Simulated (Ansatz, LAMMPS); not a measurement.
# Compressing and expanding glassy 63SiO2-37Na2O (mol %) (114 atoms): runs compared

Aim: relax glassy 63SiO2-37Na2O (mol %) (114 atoms), then change its volume to read the bulk modulus from the stress.

Computed with Ansatz 0.2.0: Kohn-Sham DFT, r2SCAN, PAW (set soft_2), plane waves.

## 1. The cell as built

The cell holds 114 atoms: 24 Si, 28 Na and 62 O. Its edges and angles: a = 11.406 Å, b = 11.406 Å, c = 11.406 Å, α = 90.0°, β = 90.0°, γ = 90.0°. 114 atoms (24 Si, 28 Na, 62 O) placed at random at 2.47 g/cm³, melted at 4000 K for 10 ps at fixed volume with the Morse and Coulomb pair potential with partial charges (Pedone, Malavasi, Menziani, Cormack and Segre, J. Phys. Chem. B 110, 11780 (2006)). Quenched from 4000 K to 300 K at 10 K/ps and fixed volume, held 10 ps at zero pressure.

What the set-up can't give: The quench rate of 10 K/ps is orders of magnitude faster than experiment, which tends to freeze in extra defects. The starting topology of bonds comes from the classical model, and needn't be the one that DFT or experiment would give. Only the Γ point is sampled.

## 2. The reference run

The reference is a single point at the end of the relaxation.

Every strained cell starts from the geometry of this run, and its atoms are relaxed with the cell held.

Its input, with most atom lines left out:

```yaml
crystal:
  lattice:
    - [11.32581, -0.33646, -0.20787]
    - [-0.33646, 11.28236, 0.05171]
    - [-0.20787, 0.05171, 11.51158]
  atoms:
    - { symbol: Si, position: [0.66021, 0.89601, 0.03201] }
    - { symbol: Si, position: [0.54605, 0.27225, 0.67467] }
    - { symbol: Si, position: [0.17778, 0.6578, 0.47236] }
    - { symbol: Si, position: [0.78485, 0.18294, 0.67092] }
    - { symbol: Si, position: [0.68061, 0.9994, 0.28037] }
    - { symbol: Si, position: [0.56035, 0.5334, 0.23317] }
    - { symbol: Si, position: [0.35392, 0.80759, 0.60392] }
    [... atom lines 8 to 114 left out ...]
kpoints:
  mp_grid: { grid: [1, 1, 1] }
hamiltonian:
  xc: r2scan
scf:
  occupations: { method: fixed }
output:
  forces: true
  stress: true
  populations: intrinsic
  dos:
    method: { smearing: { sigma: 0.1 } }
    de: 0.1
    projected: { site_lists: { Na: [Na], O: [O], Si: [Si] } }
  eigenvalues: true
  write_density: true
  write_potential: true
  volumetric_format: npy
```

* free energy per atom: -810.5837 eV/atom
* r.m.s. force component: 0.00728 eV/Å
* pressure: -0.03139 GPa

Filled and empty levels are parted by 3.71 eV (at Γ alone); a semilocal functional tends to put such gaps too low. In a disordered cell it changes from sample to sample, and tail or defect levels can set it.

## 3. The runs

Each row is one run, on 4 threads of Intel Xeon Platinum 8488C (Sapphire Rapids), shared host. The free energy is the program's total, comparable only between runs with the same functional, potentials and atoms.

```
                                 run  atoms                outcome  ionic steps, all passes  free energy (eV)     time  host memory (GiB)
           Single point at the start    114              converged                        -        -92394.329     32 s                4.4
              Cell and atoms relaxed    114              converged                       27        -92406.544   15 min                4.4
Single point at the relaxed geometry    114              converged                        -        -92406.544     56 s                4.6
                         Volume -3 %    114              converged                        5        -92406.327  3.7 min                4.6
                         Volume +3 %    114              converged                        7        -92406.387  5.1 min                4.6
                         Volume -6 %    114              converged                        6        -92405.634  4.8 min                4.1
                         Volume +6 %    114              converged                        7        -92405.899  5.5 min                4.7
                        Volume -10 %    114  cut at the time limit                        6        -92403.805  4.3 min                3.9
```

In some runs the program notes that the SCF threshold is loose for the stress.

## 4. Pressure against volume

Atoms are relaxed at each volume, in the scaled cell.

| volume change (%) | volume (Å³/atom) | energy change (meV/atom) | pressure (GPa) | largest move on relaxing (Å) | bonds | gap (eV) |
| --- | --- | --- | --- | --- | --- | --- |
| -6 | 12.114 | 7.98 | 3.50 | 0.56 | 251 | 3.91 |
| -3 | 12.501 | 1.90 | 1.63 | 0.18 | 250 | 3.81 |
| +0 | 12.887 | 0.00 | -0.03 | - | 249 | 3.71 |
| +3 | 13.274 | 1.38 | -1.21 | 0.39 | 243 | 3.66 |
| +6 | 13.661 | 5.66 | -2.29 | 0.50 | 240 | 3.62 |

## 5. Outcome

The bulk modulus, from the slope of pressure against ln V over the three points nearest the relaxed volume, is 47.4 GPa; a quadratic over all points gives a pressure derivative of about 5.9. The count of bonds runs from 240 to 251 over the series, so at some points contacts cross the cutoffs. At -6 % and +6 % some atom moved by over 0.5 Å on relaxing, so those points may sit in another local minimum. The gap goes from 3.91 eV at the smallest volume to 3.62 eV at the largest, -2.4 eV per unit of ln V by a straight line, on the run's k-points.

Caveats: Strains are finite and relaxations stop at the force tolerance of the input, which can leave moduli too stiff; they are those of a static cell at zero temperature. Volumes are changed with the cell's shape held, so in an anisotropic solid the modulus lies over the one under free hydrostatic load. The program notes that the SCF threshold of the relaxations is loose for the stress.

The DFT runs together took 40 min of wall time.

[Logs are printed without paths, hosts, clocks, repeated set-up lines and the standing remarks that a program may print on its own settings, such as how far it seeks lower states.]

[Hosts, paths, dates, database ids (printed as entryN), source tags and the programs' standing remarks are cut or masked in the printed files.]
